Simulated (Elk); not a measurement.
Planning a run of Elk 11.2.3 (patched build) on InP (F-43m). The input:

```
tasks
  0

xctype
  20

rgkmax
  8.5

gmaxvr
  18.0

lmaxapw
  10

lmaxo
  8

nxlo
  2

lorbcnd
  .true.

autolinengy
  .true.

tshift
  .false.

spinorb
  .true.

ngridk
  6 6 6

swidth
  0.0005

maxscl
  80

vkloff
  0.05 0.15 0.25

nempty
  10

sppath
  './'

avec
  -0.0000000000 5.5451178538 5.5451178538
  5.5451178538 -0.0000000000 5.5451178538
  5.5451178538 5.5451178538 -0.0000000000

atoms
  2
  'In.in'
  1
  0.0000000000 0.0000000000 0.0000000000
  'P.in'
  1
  0.2500000000 0.2500000000 0.2500000000
```

```sh
OMP_NUM_THREADS=16 elk > log
```

**Question.** Estimate wall time and host memory on 16 threads of Arm Neoverse V2, shared host.

It took 2.2 min; on shared hardware allow 66 s to 4.4 min. Peak host memory was 0.78 GiB.

[Paths, hosts, dates, memory and timing lines, banners, echoed tables and standing remarks are left out of the program output.]

[Logs are printed without paths, hosts, clocks, repeated set-up lines and the standing remarks that a program may print on its own settings, such as how far it seeks lower states.]

[Runs of the session that timed out or met a known fault of the program may be left out.]

[Hosts, paths, dates, database ids (printed as entryN), source tags and the programs' standing remarks are cut or masked in the printed files.]
